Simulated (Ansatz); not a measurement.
Planning a run of Ansatz 0.2.0 on GaSi2P (zincblende [110] superlattice) (Pmn2_1). The input:

The structure was built from a prototype and need not be the compound's stable phase.

```yaml
crystal:
  lattice:
    - [3.8421518345, 0.0, 0.0]
    - [0.0, 5.4375237944, -2.7723e-06]
    - [0.0, -3.9206e-06, 7.6837636921]
  atoms:
    - { symbol: Ga, position: [0.0, 0.0105496704, 0.1195673502] }
    - { symbol: P, position: [0.5, 0.265858094, 0.1263065093] }
    - { symbol: Ga, position: [0.5, 0.5105497565, 0.3815072346] }
    - { symbol: P, position: [0.0, 0.7658580403, 0.374768288] }
    - { symbol: Si, position: [0.0, -0.0124346698, 0.6251886117] }
    - { symbol: Si, position: [0.5, 0.2360271927, 0.62751969] }
    - { symbol: Si, position: [0.5, 0.4875649328, 0.8758864662] }
    - { symbol: Si, position: [0.0, 0.736026983, 0.8735545645] }
kpoints:
  mp_grid: { grid: [4, 4, 2] }
  band_path:
    path:
      - [0.0, 0.0, 0.0]
      - [-0.5, 0.0, 0.0]
      - [-0.5, 0.0, 0.5]
      - [0.0, 0.0, 0.5]
      - [0.0, -0.5, 0.5]
      - [-0.5, -0.5, 0.5]
      - [-0.5, -0.5, 0.0]
      - [0.0, -0.5, 0.0]
      - [0.0, -0.15, 0.0]
    npoints: 1
hamiltonian:
  xc: hse06
  pseudopotentials: { kind: paw, azcp: { folder: soft_1 } }
scf:
  occupations: { method: fixed }
  n_extra_bands: 6
output:
  eigenvalues: true
```

```sh
ansatz run input.yaml --threads 4 --pin off --max-ram 17510MiB --backend cpu --events-out ev --progress --plain --runs-dir out
```

Q: How long will it take on 4 threads of Arm Neoverse V2, shared host, and how much memory?

It took 73 s; on shared hardware allow 37 s to 2.4 min. Peak host memory was 3.0 GiB. The sizes that set the cost: 3115 plane waves a state, 18 irreducible k points and 18 SCF cycles.

Exact exchange couples every pair of k points and filled bands, so it costs far more than a semilocal run.

[Paths, hosts, dates, memory and timing lines, banners, echoed tables and standing remarks are left out of the program output.]

[Logs are printed without paths, hosts, clocks, repeated set-up lines and the standing remarks that a program may print on its own settings, such as how far it seeks lower states.]

[Runs of the session that timed out or met a known fault of the program may be left out.]

[Cells called generated may have been cut or substituted from an entry of the Crystallography Open Database or the Materials Project.]

[Hosts, paths, dates, database ids (printed as entryN), source tags and the programs' standing remarks are cut or masked in the printed files.]
